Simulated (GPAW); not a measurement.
Two runs for the Pd L₃ edge of atom 1 in Cu3Pd (Pm-3m). Run A: GPAW, LDA, excited-electron core hole (neutral cell), 16-atom cell with 6.4 Å between holes, 5×5×5 k points, dipole transitions, Gaussian full width 2.25 eV up to 4 eV, rising linearly to 3.5 eV at 25 eV. Run B has a fault in its input.

Energy from the lowest empty level; intensity scaled to a mean of 1 over the first 20 eV:

| E (eV) | A | B |
| --- | --- | --- |
| -2.0 | 0.02 | 0.21 |
| -1.5 | 0.06 | 0.57 |
| -1.0 | 0.14 | 1.16 |
| -0.5 | 0.30 | 1.82 |
| 0.0 | 0.51 | 2.19 |
| 0.5 | 0.75 | 1.99 |
| 1.0 | 0.93 | 1.39 |
| 1.5 | 1.03 | 0.74 |
| 2.0 | 1.03 | 0.30 |
| 2.5 | 0.99 | 0.09 |
| 3.0 | 0.95 | 0.02 |
| 3.5 | 0.96 | 0.01 |
| 4.0 | 1.02 | 0.01 |
| 4.5 | 1.11 | 0.03 |
| 5.0 | 1.15 | 0.10 |
| 5.5 | 1.13 | 0.24 |
| 6.0 | 1.06 | 0.48 |
| 6.5 | 1.00 | 0.77 |
| 7.0 | 0.98 | 1.03 |
| 7.5 | 1.00 | 1.24 |
| 8.0 | 1.03 | 1.50 |
| 8.5 | 1.06 | 1.94 |
| 9.0 | 1.10 | 2.48 |
| 9.5 | 1.14 | 2.86 |
| 10.0 | 1.16 | 2.84 |
| 10.5 | 1.16 | 2.40 |
| 11.0 | 1.14 | 1.83 |
| 11.5 | 1.11 | 1.41 |
| 12.0 | 1.10 | 1.18 |
| 12.5 | 1.09 | 1.06 |
| 13.0 | 1.07 | 0.91 |
| 13.5 | 1.04 | 0.69 |
| 14.0 | 0.99 | 0.45 |
| 14.5 | 0.94 | 0.27 |
| 15.0 | 0.89 | 0.19 |
| 15.5 | 0.87 | 0.22 |
| 16.0 | 0.85 | 0.34 |
| 16.5 | 0.83 | 0.53 |
| 17.0 | 0.82 | 0.75 |
| 17.5 | 0.82 | 0.96 |
| 18.0 | 0.85 | 1.14 |
| 18.5 | 0.91 | 1.27 |
| 19.0 | 0.99 | 1.37 |
| 19.5 | 1.07 | 1.44 |
| 20.0 | 1.13 | 1.48 |
| 20.5 | 1.16 | 1.45 |
| 21.0 | 1.16 | 1.35 |
| 21.5 | 1.13 | 1.16 |
| 22.0 | 1.08 | 0.91 |
| 22.5 | 1.01 | 0.66 |
| 23.0 | 0.93 | 0.44 |
| 23.5 | 0.84 | 0.28 |
| 24.0 | 0.77 | 0.19 |
| 24.5 | 0.71 | 0.18 |
| 25.0 | 0.69 | 0.23 |
| 25.5 | 0.71 | 0.35 |
| 26.0 | 0.77 | 0.52 |
| 26.5 | 0.85 | 0.70 |
| 27.0 | 0.94 | 0.85 |
| 27.5 | 1.03 | 0.94 |
| 28.0 | 1.10 | 0.95 |
| 28.5 | 1.14 | 0.90 |
| 29.0 | 1.16 | 0.86 |
| 29.5 | 1.16 | 0.90 |
| 30.0 | 1.14 | 1.05 |
| 30.5 | 1.12 | 1.32 |
| 31.0 | 1.09 | 1.65 |
| 31.5 | 1.08 | 1.97 |
| 32.0 | 1.07 | 2.21 |

The database entry behind the starting cell is an old determination (1931), so it need not match the best structure at ambient conditions.

Question: What went wrong in run B?

The spectrum is summed over the zone centre alone. Against the first run the r.m.s. difference is 72 %. Another feature, at 9.8 eV (2.91), becomes the highest below 24 eV; the one at 20.8 eV (1.17) is now at 20.0 eV (1.48). Other settings could leave a like mark; this is the one that was changed.

[Hosts, paths, dates, database ids (printed as entryN), source tags and the programs' standing remarks are cut or masked in the printed files.]

[Lists of maxima count a maximum above −3 eV only where it reaches 4 % of the highest in the window and stands out from its surroundings by 2 % of it (1.5 % where it reaches 55 %); shoulders and weaker maxima are passed over, and of the rest the first, up to two pre-edge ones and the few strongest are named.]
